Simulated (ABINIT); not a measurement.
**WS2 (Tungstenite): G0W0 with ABINIT, start to end**

How does a plane-wave GW calculation on WS2 (Tungstenite) run from the first input to the gap?

Calculated with ABINIT 10.8.3; PBE and many-body steps on it, plane waves.

### 1. The starting structure

It takes space group P6_3/mmc (No. 194, hexagonal). The conventional cell has a = 3.153 Å, b = 3.153 Å, c = 12.323 Å, α = 90.00°, β = 90.00°, γ = 120.00°. Nearest to W lie 6 S at 2.40 Å. Nearest to S lie 3 W at 2.40 Å. Farther neighbours, and contacts between anions beyond the nearest, are not listed.

The cell and positions come from the Crystallography Open Database and are kept as given unless a step says otherwise.

### 2. Ground state

This step: ABINIT 10.8.3; DFT, PBE, plane waves, norm-conserving pseudopotentials.

The ground-state density comes first.

The input, run.abi:

```
acell 3*1.0 Angstrom
rprim 
  3.153199999992 0.000000000002 0.000000000000
  -1.576599999998 2.730751303206 0.000000000000
  0.000000000000 0.000000000000 12.323000000000
ntypat 2
znucl 74 16
natom 6
typat 1 1 2 2 2 2
xred 
  0.333333333333 0.666666666667 0.250000000000
  0.666666666667 0.333333333333 0.750000000000
  0.333333333333 0.666666666667 0.622500000000
  0.666666666667 0.333333333333 0.122500000000
  0.333333333333 0.666666666667 0.877500000000
  0.666666666667 0.333333333333 0.377500000000
pp_dirpath "pseudos"
pseudos "W.upf, S.upf"
ecut 31
ngkpt 6 6 2
nshiftk 1
shiftk 0 0 0
kptopt 1
chksymbreak 0
nband 33
occopt 1
tolvrs 1e-10
nstep 60
prtwf 0
optforces 0
optstress 0
indata_prefix "in"
outdata_prefix "out"
tmpdata_prefix "tmp"
```

On the command line:

```console
$ OMP_NUM_THREADS=1 mpirun -n 4 abinit run.abi > log
```

The log of the run:

```text
.Version 10.8.3 of ABINIT. v10.8.2 released Aug 2026.

 Symmetries : space group P6_3/m m c (#194); Bravais hP (primitive hexag.)
================================================================================
 Values of the parameters that define the memory need of the present run
     intxc =       0    ionmov =       0      iscf =       7    lmnmax =       8
     lnmax =       8     mgfft =     120  mpssoang =       4    mqgrid =    5837
     natom =       6  nloc_mem =       1    nspden =       1   nspinor =       1
    nsppol =       1      nsym =      24    n1xccc =    2501    ntypat =       2
    occopt =       1   xclevel =       2
-    mband =          33        mffmem =           1         mkmem =           4
       mpw =        5944          nfft =      108000          nkpt =          14
================================================================================
  Rough estimation (10% accuracy) of disk space for files :
================================================================================

--------------------------------------------------------------------------------
------------- Echo of variables that govern the present computation ------------
--------------------------------------------------------------------------------
 -outvars: echo values of preprocessed input variables --------
            acell      1.8897261259E+00  1.8897261259E+00  1.8897261259E+00 Bohr

      chksymbreak           0
             ecut      3.10000000E+01 Hartree
-          fftalg         312

              ixc     -101130
              kpt      0.00000000E+00  0.00000000E+00  0.00000000E+00
                       1.66666667E-01  0.00000000E+00  0.00000000E+00
                       3.33333333E-01  0.00000000E+00  0.00000000E+00
                       5.00000000E-01  0.00000000E+00  0.00000000E+00
                       1.66666667E-01  1.66666667E-01  0.00000000E+00
                       3.33333333E-01  1.66666667E-01  0.00000000E+00
                       3.33333333E-01  3.33333333E-01  0.00000000E+00
                       0.00000000E+00  0.00000000E+00  5.00000000E-01
                       1.66666667E-01  0.00000000E+00  5.00000000E-01
                       3.33333333E-01  0.00000000E+00  5.00000000E-01
                       5.00000000E-01  0.00000000E+00  5.00000000E-01
[...]
kptrlatt        6    0    0      0    6    0      0    0    2
          kptrlen      3.57521065E+01
P           mkmem           4
            natom           6
            nband          33
            ngfft          30      30     120
             nkpt          14
            nstep          60
             nsym          24
           ntypat           2
              occ      2.000000  2.000000  2.000000  2.000000  2.000000  2.000000
                       2.000000  2.000000  2.000000  2.000000  2.000000  2.000000
                       2.000000  2.000000  2.000000  2.000000  2.000000  2.000000
                       2.000000  2.000000  2.000000  2.000000  2.000000  2.000000
                       2.000000  2.000000  0.000000  0.000000  0.000000  0.000000
[...]
optforces           0
        optstress           0
            prtwf           0
            rprim      3.1532000000E+00  2.0000000000E-12  0.0000000000E+00
[...]
spgroup         194

           tolvrs      1.00000000E-10

             xred      3.3333333333E-01  6.6666666667E-01  2.5000000000E-01
[...]
znucl       74.00000   16.00000

================================================================================

 chkinp: Checking input parameters for consistency.

================================================================================
== DATASET  1 ==================================================================
-   mpi_nproc: 4, omp_nthreads: 1 (-1 if OMP is not activated)

--- !DatasetInfo
iteration_state: {dtset: 1, }
dimensions: {natom: 6, nkpt: 14, mband: 33, nsppol: 1, nspinor: 1, nspden: 1, mpw: 5944, }
cutoff_energies: {ecut:  31.0, pawecutdg:  -1.0, }
electrons: {nelect:   5.20000000E+01, charge:   0.00000000E+00, occopt:   1.00000000E+00, tsmear:   1.00000000E-02, }

 Real(R)+Recip(G) space primitive vectors, cartesian coordinates (Bohr,Bohr^-1):
 R(1)=  5.9586844  0.0000000  0.0000000  G(1)=  0.1678223  0.0968922  0.0000000
 R(2)= -2.9793422  5.1603721  0.0000000  G(2)=  0.0000000  0.1937845  0.0000000
 R(3)=  0.0000000  0.0000000 23.2870950  G(3)=  0.0000000  0.0000000  0.0429422
 Unit cell volume ucvol=  7.1605555E+02 bohr^3
 Angles (23,13,12)=  9.00000000E+01  9.00000000E+01  1.20000000E+02 degrees

 getcut: wavevector=  0.0000  0.0000  0.0000  ngfft=  30  30 120
         ecut(hartree)=     31.000   => boxcut(ratio)=   2.01023

--- Pseudopotential description ------------------------------------------------
- W Generated using ONCVPSP code by D. R. Hamann
- 74.00000  14.00000  171031                  znucl, zion, pspdat
12 -101130 3 -1 1396                          pspcod,pspxc,lmax,lloc,mmax
     nproj     2     2     2     2
  pspatm : epsatm=   11.70739509
         --- l  ekb(1:nproj) -->
[...]
pspatm: atomic psp has been read  and splines computed

- S Generated using ONCVPSP code by D. R. Hamann
- 16.00000   6.00000  171031                  znucl, zion, pspdat
12 -101130 2 -1 1146                          pspcod,pspxc,lmax,lloc,mmax
     nproj     2     2     2     0
  pspatm : epsatm=    9.01821529
         --- l  ekb(1:nproj) -->
[...]
pspatm: atomic psp has been read  and splines computed

   3.09335787E+03                                ecore*ucvol(ha*bohr**3)
--------------------------------------------------------------------------------

_setup2: Arith. and geom. avg. npw (full set) are    5903.792    5903.746

================================================================================

--- !BeginCycle
iteration_state: {dtset: 1, }
solver: {iscf: 7, nstep: 60, nline: 4, wfoptalg: 0, }
tolerances: {tolvrs: 1.00E-10, }

     iter   Etot(hartree)      deltaE(h)  residm     vres2
 ETOT  1  -195.84886537400    -1.958E+02 8.652E-02 1.579E+02
 ETOT  2  -195.89030693970    -4.144E-02 3.711E-02 1.176E+03
 ETOT  3  -196.02861226715    -1.383E-01 1.384E-02 8.356E+00
 ETOT  4  -196.02942917523    -8.169E-04 5.021E-03 2.556E+00
 ETOT  5  -196.02958716226    -1.580E-04 4.625E-03 2.055E-02
 ETOT  6  -196.02958981700    -2.655E-06 1.050E-03 8.045E-03
 ETOT  7  -196.02959029102    -4.740E-07 8.389E-04 2.987E-05
 ETOT  8  -196.02959029387    -2.853E-09 5.135E-04 2.264E-06
 ETOT  9  -196.02959029410    -2.319E-10 1.853E-04 7.420E-08
 ETOT 10  -196.02959029411    -1.396E-11 4.535E-04 3.028E-09
 ETOT 11  -196.02959029411     3.951E-12 1.653E-04 3.322E-10
 ETOT 12  -196.02959029411    -4.292E-12 4.851E-04 6.888E-12

 At SCF step   12       vres2   =  6.89E-12 < tolvrs=  1.00E-10 =>converged.

--- !ResultsGS
iteration_state: {dtset: 1, }
comment   : Summary of ground state results
lattice_vectors:
- [  5.9586844,   0.0000000,   0.0000000, ]
- [ -2.9793422,   5.1603721,   0.0000000, ]
- [  0.0000000,   0.0000000,  23.2870950, ]
lattice_lengths: [   5.95868,    5.95868,   23.28710, ]
lattice_angles: [ 90.000,  90.000, 120.000, ] # degrees, (23, 13, 12)
lattice_volume:   7.1605555E+02
convergence: {deltae: -4.292E-12, res2:  6.888E-12, residm:  4.851E-04, diffor:  0.000E+00, }
etotal    :  -1.96029590E+02
entropy   :   0.00000000E+00
fermie    :   3.49444803E-01
cartesian_stress_tensor: null
pressure_GPa: null
xred      :
- [  3.3333E-01,   6.6667E-01,   2.5000E-01,  W]
- [  6.6667E-01,   3.3333E-01,   7.5000E-01,  W]
- [  3.3333E-01,   6.6667E-01,   6.2250E-01,  S]
- [  6.6667E-01,   3.3333E-01,   1.2250E-01,  S]
- [  3.3333E-01,   6.6667E-01,   8.7750E-01,  S]
- [  6.6667E-01,   3.3333E-01,   3.7750E-01,  S]
cartesian_forces: null
force_length_stats: {min: null, max: null, mean: null, }

 Integrated electronic density in atomic spheres:
 ------------------------------------------------
 Atom  Sphere_radius  Integrated_density
[...]
================================================================================

 ----iterations are completed or convergence reached----

 Mean square residual over all n,k,spin=   29.308E-07; max=  48.513E-05
 reduced coordinates (array xred) for    6 atoms
[...]
0.666667      0.333333      0.750000
       0.333333      0.666667      0.622500
       0.666667      0.333333      0.122500
       0.333333      0.666667      0.877500
       0.666667      0.333333      0.377500
 rms dE/dt=  0.0000E+00; max dE/dt=  0.0000E+00; dE/dt below (all hartree)
    1       0.000000      0.000000      0.000000
    2       0.000000      0.000000      0.000000
    3       0.000000      0.000000      0.000000
    4       0.000000      0.000000      0.000000
    5       0.000000      0.000000      0.000000
    6       0.000000      0.000000      0.000000

 cartesian coordinates (angstrom) at end:
    1     -1.33e-12     1.820501     3.080750
    2      1.576600     0.910250     9.242250
    3     -1.33e-12     1.820501     7.671068
    4      1.576600     0.910250     1.509567
    5     -1.33e-12     1.820501    10.813432
    6      1.576600     0.910250     4.651933
 length scales=  1.889726  1.889726  1.889726 bohr
              =  1.000000  1.000000  1.000000 angstroms
 prteigrs : about to open file out_EIG
 Fermi (or HOMO) energy (hartree) =   0.34944   Average Vxc (hartree)=  -0.41084
 Eigenvalues (hartree) for nkpt=  14  k points:
 kpt#   1, nband= 33, wtk=  0.01389, kpt=  0.0000  0.0000  0.0000 (reduced coord)
  -2.39287   -2.39287   -1.07959   -1.07958   -1.07265   -1.07265   -1.07265   -1.07265
  -0.22539   -0.21688   -0.16868   -0.15256    0.06843    0.10714    0.20801    0.22170
   0.22170    0.22222    0.22222    0.26709    0.26709    0.26906    0.26906    0.29374
   0.30457    0.34944    0.43436    0.43442    0.43474    0.43539    0.43621    0.43925
   0.44308
 prteigrs : prtvol=0 or 1, do not print more k-points.

--- !EnergyTerms
iteration_state     : {dtset: 1, }
comment             : Components of total free energy in Hartree
kinetic             :  5.629799E+01
hartree             :  5.120430E+01
xc                  : -4.595343E+01
Ewald energy        : -1.203454E+02
psp_core            :  4.319997E+00
local_psp           : -1.727386E+02
non_local_psp       :  3.118549E+01
total_energy        : -1.960296E+02
total_energy_eV     : -5.334237E+03
band_energy         : -1.796207E+01

== END DATASET(S) ==============================================================
================================================================================

 -outvars: echo values of variables after computation  --------
           etotal     -1.9602959029E+02
            nband          33
             nkpt          14
          spgroup         194
 [... the other variables as echoed above ...]

 Calculation completed.
```

Wall time 39 s (4 MPI ranks of Arm Neoverse V1, shared host); peak memory 0.37 GiB; 2.6 min of CPU time.

Numbers from this step:

| Property | Result |
| --- | --- |
| total energy | -5334.2369 eV |
| gap | 0.9807 eV |
| k of the valence top | 0, 0, 0 |
| k of the conduction bottom | 0.1667, 0.1667, 0 |
| least direct gap | 1.837 eV |

The gap is indirect, with the least direct gap 0.86 eV higher.

(Part 1 of 3 ends here.)

[Long decimals in the printed logs are rounded to 6 places.]

[Logs are printed without paths, hosts, clocks, repeated set-up lines and the standing remarks that a program may print on its own settings, such as how far it seeks lower states.]

[Paths, hosts, dates, memory and timing lines, banners, echoed tables and standing remarks are left out of the program output; an Ansatz launch command may be rebuilt from the run's recorded settings. Measured values are a selection of at most five: reports struck by readers or far from the other reports are left out. None is set beside runs whose start may be inverted or whose files or cutoffs have a known fault.]

[Runs of the session that timed out or met a known fault of the program may be left out.]

[Hosts, paths, dates, database ids (printed as entryN), source tags and the programs' standing remarks are cut or masked in the printed files.]

[G0W0 gaps are taken among the corrected bands and points alone; a level outside them can change the order at an edge.]

[Where Ansatz stands beside ABINIT at settings called matched, ABINIT's density can come from a denser mesh and the files from another edition; pairs whose starting gaps differed by over 0.03 eV were left out, so agreement reads better than it is.]
